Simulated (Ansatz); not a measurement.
# Phonons of Sc3InB (Pm-3m) against volume, part 2 of 2

Wanted: mode Grüneisen parameters of Sc3InB (Pm-3m).

Ansatz 0.2.0; DFT PBEsol, scalar-relativistic, plane waves, PAW; PAW set soft_1.

So far, highest frequency on path, mesh or solved points (cm⁻¹): step 2 (response at finite wavevector) 516.

### Step 4. Phonons at the other volume, volume ratio 0.97

The phonons are repeated at this volume on the same meshes, so that differences come from the volume alone.

input.yaml

```yaml
crystal:
  lattice:
    - [4.5894306174, 0.0, 0.0]
    - [0.0, 4.5894306174, 0.0]
    - [0.0, 0.0, 4.5894306174]
  atoms:
    - { symbol: Sc, position: [0.0, 0.5, 0.5] }
    - { symbol: Sc, position: [0.5, 0.0, 0.5] }
    - { symbol: Sc, position: [0.5, 0.5, 0.0] }
    - { symbol: In, position: [0.0, 0.0, 0.0] }
    - { symbol: B, position: [0.5, 0.5, 0.5] }
kpoints:
  mp_grid: { grid: [8, 8, 8] }
hamiltonian:
  xc: pbesol
  pseudopotentials: { kind: paw, azcp: { folder: soft_1 }, xc_functional: pbe }
scf:
  occupations: { method: methfessel_paxton, width: 0.2 }
output:
  eigenvalues: true
phonons:
  method: dfpt
  qmesh: [4, 4, 4]
  temperatures: { t_max: 1000, t_step: 50 }
  qpath:
    path:
      - [[0.0, 0.0, 0.0], [0.0, 0.5, 0.0], [0.5, 0.5, 0.0], [0.0, 0.0, 0.0], [0.5, 0.5, 0.5], [0.0, 0.5, 0.0]]
      - [[0.5, 0.5, 0.5], [0.5, 0.5, 0.0]]
    npoints: 10
```

Run with:

```sh
> ansatz run input.yaml --threads 4 --pin off --max-ram 10240MiB --backend cpu --events-out ev --progress --plain --runs-dir out
```

The program printed:

```text
[...]
Crystal: 5 atoms, lattice volume = 96.667 Å³
Basis set: ecut = 420 eV, 1863 PW (Γ), exchange–correlation on 64×64×64 points (8 copies of the dense FFT grid, shifted against one another)
Bands: 30, of which v1, the nominal top of the filled ones, is band 25 counted from 1 (24 counted from 0)
Symmetry: 48 space group operations
k-points: 35 of 512
[...]
SCF iter   1: F=—  HF=-12018.735119 eV  |F-HF|=—  |Δ(HF+E_count)|=         —  Δρ=8.04e-2  dr2=1.76e1  ethr=3.10e-3  ⟨swp⟩=4.2  Hψ=4072  notcnv=0
[...]
SCF iter  11: F=-12014.326003 eV  HF=-12014.326003 eV  |F-HF|=0.00e0  |Δ(HF+E_count)|=  1.82e-11  S|Δr|=    0.00e0  Δρ=5.88e-8  dr2=2.36e-12  ethr=1.00e-12  ⟨swp⟩=8.3  Hψ=4728  notcnv=0
SCF 1 converged in 11 iterations: F = -12014.326003 eV  dr2 = 2.36e-12
[...]
NSCF: frozen V_eff on 35 k-points
[...]
SCF converged after 11 iterations
[...]
Free energy (F): -12014.326003 eV
[...]
Internal energy: -12014.325876 eV  (E = F + TS)
E sigma→0 (E₀):  -12014.325971 eV
Entropy (-TS):   -0.000128 eV (-0.026 meV/atom)
Fermi energy:    9.874905 eV
[...]
--- Band table (eV; the first three rows and the last of 35) ---
  k-point 0: bands = [... 21 lower, 9.8288, 9.9098, 9.9098, 10.2555, 10.2555, 10.2555, 12.8638, 12.8638, ... 1 higher]
  k-point 1: bands = [... 21 lower, 9.7862, 10.0204, 10.1772, 10.1772, 10.2932, 10.3365, 12.3880, 12.7646, ... 1 higher]
  k-point 2: bands = [... 21 lower, 9.6987, 9.9932, 9.9932, 10.1206, 10.3300, 10.3931, 11.7895, 12.6007, ... 1 higher]
  k-point 34: bands = [... 21 lower, 7.3066, 9.2122, 9.2122, 9.2122, 11.8472, 11.8472, 11.8472, 11.9052, ... 1 higher]
[...]
ASR residual: 2.306e-5 → 0.000e0 eV/Å²; symmetrization residual: 3.125e-6 eV/Å²
  ASR residual per site (eV/Å²): 1.62e-5 1.62e-5 1.62e-5 5.94e-6 2.31e-5
[...]
--- Phonons (arbitrary-q DFPT): 10 irreducible q on the 4×4×4 mesh ---
[...]
interpolated dispersion: 62 rows × 15 modes
[...]
```

Wall time 17 min (4 threads of Arm Neoverse V2, shared host); peak memory 3.7 GiB; 68 min of CPU time.

Numbers from this step:

```yaml
sum_rule_residual_before_enforcement: 2.31e-5 eV/Å²
highest_frequency_on_path_mesh_or_solved_points: 532.1 cm⁻¹
mean_frequency: 223.8 cm⁻¹
debye_temperature_second_moment: 502 K
logarithmic_mean_frequency: 181 cm⁻¹
highest_optical_mode_at_the_zone_centre_no_lo_to_term: 469.6 cm⁻¹
lowest_optical_zone_centre_mode: 121.5 cm⁻¹
lowest_mode_on_the_q_mesh_acoustic_modes_at_gamma_apart: 58.17 cm⁻¹
zero_point_energy_per_atom: 41.61 meV
heat_capacity_at_300_k: 22.07 J/(mol atoms K)
vibrational_entropy_at_300_k: 30.05 J/(mol atoms K)
edges_of_the_widest_gap_between_branches_on_path_and_mesh: 354.2, 455.1 cm⁻¹
```

Frequencies (cm⁻¹) solved at each irreducible wavevector; negative means imaginary. Frequencies by wavevector, by row:

| q in reciprocal lattice units | star | mode 1 | mode 2 | mode 3 | mode 4 | mode 13 | mode 14 | mode 15 |
| --- | --- | --- | --- | --- | --- | --- | --- | --- |
| 0 0 0 | 1 | 0 | 0 | 0 | 121.5 | 469.6 | 469.6 | 469.6 |
| 0 0 0.25 | 6 | 58.2 | 58.2 | 80.2 | 124 | 468.1 | 468.1 | 469.6 |
| 0 0 -0.5 | 3 | 80.7 | 80.7 | 96.7 | 116.1 | 455.1 | 455.1 | 485 |
| 0 0.25 0.25 | 12 | 70 | 76.2 | 90.3 | 124.3 | 467.7 | 477.2 | 507 |
| 0 0.25 -0.5 | 12 | 80.1 | 88.2 | 93.4 | 106.4 | 482.7 | 503.9 | 509.4 |
| 0 -0.5 -0.5 | 3 | 80.8 | 92 | 92 | 92.9 | 510.1 | 528.8 | 528.8 |
| 0.25 0.25 0.25 | 8 | 78 | 78 | 94.8 | 119.5 | 488 | 512.2 | 512.2 |
| 0.25 0.25 -0.5 | 12 | 83.7 | 84 | 92.4 | 102 | 508.1 | 518.6 | 520.6 |
| 0.25 -0.5 -0.5 | 6 | 72.5 | 88.7 | 91.7 | 91.7 | 516.6 | 532 | 532 |
| -0.5 -0.5 -0.5 | 1 | 73.6 | 73.6 | 73.6 | 91.9 | 530.8 | 530.8 | 530.8 |

The highest optical mode at the zone centre (no LO-TO term) is 469.6 cm⁻¹, +16.1 cm⁻¹ against the base run.

### Step 5. Relaxing at another volume, volume ratio 1.03

The volume is scaled by 1.03 and held; symmetry leaves nothing to relax, so this is a single point. The modes can then be followed against volume.

input.yaml, the sections that differ from step 4:

```yaml
crystal:
  lattice:
    - [4.682171374, 0.0, 0.0]
    - [0.0, 4.682171374, 0.0]
    - [0.0, 0.0, 4.682171374]
  atoms:
    - { symbol: Sc, position: [0.0, 0.5, 0.5] }
    - { symbol: Sc, position: [0.5, 0.0, 0.5] }
    - { symbol: Sc, position: [0.5, 0.5, 0.0] }
    - { symbol: In, position: [0.0, 0.0, 0.0] }
    - { symbol: B, position: [0.5, 0.5, 0.5] }
output:
  forces: true
  stress: true
  eigenvalues: true
  write_density: true
  write_potential: true
  elf: true
  volumetric_format: npy
# kpoints, hamiltonian, scf: as in step 4
# phonons: removed
```

The program printed:

```text
[...]
Crystal: 5 atoms, lattice volume = 102.646 Å³
Basis set: ecut = 420 eV, 2007 PW (Γ), exchange–correlation on 64×64×64 points (8 copies of the dense FFT grid, shifted against one another)
Bands: 30, of which v1, the nominal top of the filled ones, is band 25 counted from 1 (24 counted from 0)
Symmetry: 48 space group operations
[...]
k-points: 35 of 512
[...]
k-point 0: bands = [... 21 lower, 9.0316, 9.2044, 9.2044, 9.5633, 9.5633, 9.5633, 11.9597, 11.9597, ... 1 higher]
  k-point 1: bands = [... 21 lower, 8.9973, 9.3089, 9.4849, 9.4849, 9.5857, 9.5995, 11.5186, 11.8748, ... 1 higher]
  k-point 2: bands = [... 21 lower, 8.9278, 9.3008, 9.3008, 9.3853, 9.6012, 9.6954, 10.9469, 11.7203, ... 1 higher]
  k-point 34: bands = [... 21 lower, 6.6922, 8.4920, 8.4920, 8.4920, 11.0223, 11.0223, 11.0223, 11.0851, ... 1 higher]
[key lines of the parts left out:]
SCF converged after 8 iterations
Free energy (F): -12014.328130 eV
Fermi energy:    9.183952 eV
P = ⅓ Tr σ = -2.3267 GPa (-23.267 kbar)
```

Wall time 2.1 s (4 threads); peak memory 0.45 GiB.

Read from the output:

```yaml
pressure: -2.327 GPa
volume_per_atom: 20.53 Å³
```

The run ends at a pressure of -2.33 GPa.

### Step 6. Phonons at the other volume, volume ratio 1.03

The phonons are repeated at this volume on the same meshes, so that differences come from the volume alone.

input.yaml, the sections that differ from step 5:

```yaml
output:
  eigenvalues: true
phonons:
  method: dfpt
  qmesh: [4, 4, 4]
  temperatures: { t_max: 1000, t_step: 50 }
  qpath:
    path:
      - [[0.0, 0.0, 0.0], [0.0, 0.5, 0.0], [0.5, 0.5, 0.0], [0.0, 0.0, 0.0], [0.5, 0.5, 0.5], [0.0, 0.5, 0.0]]
      - [[0.5, 0.5, 0.5], [0.5, 0.5, 0.0]]
    npoints: 10
# crystal, kpoints, hamiltonian, scf: as in step 5
```

The program printed:

```text
[...]
Crystal: 5 atoms, lattice volume = 102.646 Å³
Basis set: ecut = 420 eV, 2007 PW (Γ), exchange–correlation on 64×64×64 points (8 copies of the dense FFT grid, shifted against one another)
Bands: 30, of which v1, the nominal top of the filled ones, is band 25 counted from 1 (24 counted from 0)
Symmetry: 48 space group operations
k-points: 35 of 512
[...]
k-point 34: bands = [... 21 lower, 6.6922, 8.4921, 8.4921, 8.4921, 11.0222, 11.0222, 11.0222, 11.0850, ... 1 higher]
[...]
ASR residual: 3.680e-5 → 0.000e0 eV/Å²; symmetrization residual: 2.595e-6 eV/Å²
  ASR residual per site (eV/Å²): 3.68e-5 3.68e-5 3.68e-5 4.29e-6 2.28e-5
[...]
--- Phonons (arbitrary-q DFPT): 10 irreducible q on the 4×4×4 mesh ---
[...]
interpolated dispersion: 62 rows × 15 modes
[...]
[key lines of the parts left out:]
SCF converged after 11 iterations
Free energy (F): -12014.328130 eV
Fermi energy:    9.183933 eV
```

Elapsed: 18 min, on 4 threads; peak memory 3.8 GiB; 72 min of CPU time.

Numbers from this step:

* sum-rule residual before enforcement: 3.68e-5 eV/Å²
* highest frequency on path, mesh or solved points: 501.2 cm⁻¹
* mean frequency: 208.9 cm⁻¹
* Debye temperature (second moment): 469 K
* logarithmic mean frequency: 168.7 cm⁻¹
* highest optical mode at the zone centre (no LO-TO term): 438.2 cm⁻¹
* lowest optical zone-centre mode: 110.2 cm⁻¹
* lowest mode on the q mesh (acoustic modes at Γ apart): 54.79 cm⁻¹
* zero-point energy per atom: 38.85 meV
* heat capacity at 300 K: 22.38 J/(mol atoms K)
* vibrational entropy at 300 K: 31.63 J/(mol atoms K)
* edges of the widest gap between branches, on path and mesh: 324.4, 419.2 cm⁻¹

The highest optical mode at the zone centre (no LO-TO term) is 438.2 cm⁻¹, -15.2 cm⁻¹ against the base run.

### Step 7. Grüneisen parameters

The Grüneisen parameter of a mode is minus the logarithmic change of its frequency with volume, −d ln ω / d ln V; weighted by heat capacity it gives the expansion.

This step gave:

* bulk modulus: 83.3 GPa

Phonon branches along the path, in cm⁻¹:

```
    point  branch 1  branch 2  branch 3  branch 4  branch 12  branch 13  branch 14  branch 15
        Γ         0         0         0       116        226        454        454        454
  halfway        56        56        77       119        255        451        451        456
        X        78        78        92       114        299        437        437        475
  halfway        77        84        89       103        300        464        488        497
        M        78        87        88        88        310        490        514        514
  halfway        68        73        86       122        260        454        460        491
        Γ         0         0         0       116        226        454        454        454
  halfway        75        75        90       115        268        474        495        495
        R        73        73        73        88        339        514        514        514
  halfway        81        81        88       100        304        490        502        506
        X        78        78        92       114        299        437        437        475
jump to R        73        73        73        88        339        514        514        514
  halfway        71        84        88        88        319        498        516        516
        M        78        87        88        88        310        490        514        514
```

The same for volume x 0.97:

| point | branch 1 | branch 2 | branch 3 | branch 4 | branch 12 | branch 13 | branch 14 | branch 15 |
| --- | --- | --- | --- | --- | --- | --- | --- | --- |
| Γ | 0 | 0 | 0 | 122 | 232 | 470 | 470 | 470 |
| X | 81 | 81 | 97 | 116 | 312 | 455 | 455 | 485 |
| M | 81 | 92 | 92 | 93 | 325 | 510 | 529 | 529 |
| Γ | 0 | 0 | 0 | 122 | 232 | 470 | 470 | 470 |
| R | 74 | 74 | 74 | 92 | 354 | 531 | 531 | 531 |
| X | 81 | 81 | 97 | 116 | 312 | 455 | 455 | 485 |
| R | 74 | 74 | 74 | 92 | 354 | 531 | 531 | 531 |
| M | 81 | 92 | 92 | 93 | 325 | 510 | 529 | 529 |

The same for volume x 1.03:

```
point  branch 1  branch 2  branch 3  branch 4  branch 12  branch 13  branch 14  branch 15
    Γ         0         0         0       110        220        438        438        438
    X        74        74        87       112        287        419        419        464
    M        75        82        84        84        296        471        500        500
    Γ         0         0         0       110        220        438        438        438
    R        73        73        73        84        324        498        498        498
    X        74        74        87       112        287        419        419        464
    R        73        73        73        84        324        498        498        498
    M        75        82        84        84        296        471        500        500
```

Mode Grueneisen parameter -dln(w)/dln(V), modes matched by rank; at Γ the acoustic branches take the value of a neighbouring point of the path. The mode Grüneisen parameters at the labelled points ():

| point | branch 1 | branch 2 | branch 3 | branch 4 | branch 12 | branch 13 | branch 14 | branch 15 |
| --- | --- | --- | --- | --- | --- | --- | --- | --- |
| Γ | 0.80 | 0.80 | 1.20 | 1.64 | 0.89 | 1.15 | 1.15 | 1.15 |
| halfway | 1.00 | 1.00 | 1.34 | 1.49 | 1.04 | 1.22 | 1.22 | 0.94 |
| X | 1.42 | 1.42 | 1.80 | 0.58 | 1.40 | 1.37 | 1.37 | 0.72 |
| halfway | 1.19 | 1.81 | 1.57 | 1.02 | 1.47 | 1.32 | 1.06 | 0.84 |
| M | 1.20 | 1.90 | 1.48 | 1.64 | 1.56 | 1.33 | 0.93 | 0.93 |
| halfway | 0.90 | 1.39 | 1.71 | 0.77 | 1.11 | 0.98 | 1.25 | 1.05 |
| Γ | 0.85 | 0.77 | 1.27 | 1.64 | 0.89 | 1.15 | 1.15 | 1.15 |
| halfway | 1.22 | 1.22 | 1.88 | 1.29 | 1.24 | 1.02 | 1.12 | 1.12 |
| R | 0.05 | 0.05 | 0.05 | 1.56 | 1.46 | 1.06 | 1.06 | 1.06 |
| halfway | 1.41 | 1.30 | 1.59 | 0.56 | 1.49 | 1.21 | 1.12 | 0.93 |
| X | 1.42 | 1.42 | 1.80 | 0.58 | 1.40 | 1.37 | 1.37 | 0.72 |
| jump to R | 0.05 | 0.05 | 0.05 | 1.56 | 1.46 | 1.06 | 1.06 | 1.06 |
| halfway | 0.56 | 1.72 | 1.52 | 1.52 | 1.52 | 1.24 | 1.00 | 1.00 |
| M | 1.20 | 1.90 | 1.48 | 1.64 | 1.56 | 1.33 | 0.93 | 0.93 |

(dS/dlnV)/C_V. Thermodynamic Grueneisen parameter against temperature:

```
temperature (K)  thermodynamic Grueneisen parameter
             50                                1.22
            100                                1.20
            150                                1.19
            200                                1.19
            250                                1.19
            300                                1.18
            350                                1.18
            400                                1.18
            450                                1.18
            500                                1.18
            550                                1.18
            600                                1.18
            650                                1.18
            700                                1.18
            750                                1.18
            800                                1.18
            850                                1.18
            900                                1.18
            950                                1.18
           1000                                1.18
```

Gamma C_V/(B V) at the static volume. The volume expansion by temperature:

```csv
temperature (K),volume expansion (1e-6/K)
50,8.47
100,16.8
150,21.1
200,23.6
250,25.2
300,26.3
350,27.0
400,27.5
450,27.9
500,28.1
550,28.3
600,28.5
650,28.6
700,28.7
750,28.8
800,28.9
850,28.9
900,28.9
950,29.0
1000,29.0
```

### Step 8. Results

```
bulk modulus                               : 83.3 GPa
thermodynamic Grüneisen parameter at 300 K : 1.182
volume expansion at 300 K, estimated       : 26.28 × 10⁻⁶ K⁻¹
```

**Reading.** By this estimate the volume grows by 26.3 × 10⁻⁶ per kelvin at 300 K. The highest optical mode at Γ goes from 470 to 438 cm⁻¹ as the cell grows, a Grüneisen parameter of 1.15. Mode parameters on the path run from -0.06 to 2.0, with a median of 1.2. Branches are matched by rank, so values near crossings are rough. The expansion is the Grüneisen estimate at the static volume, with the static bulk modulus. With no gap, or one that is small against the smearing, the frequencies hang on the k mesh and the smearing, most of all near Kohn anomalies. The phonon runs are without spin polarisation, although the cell has an odd electron count. The PAW files were made for PBE and serve the other functionals too.

[Long decimals in the printed logs are rounded to 6 places.]

[Logs are printed without paths, hosts, clocks, repeated set-up lines and the standing remarks that a program may print on its own settings, such as how far it seeks lower states.]

[Hosts, paths, dates, database ids (printed as entryN), source tags and the programs' standing remarks are cut or masked in the printed files.]

[Where the starting crystal was built by hand or by swapping elements, it need not be the compound's stable phase.]
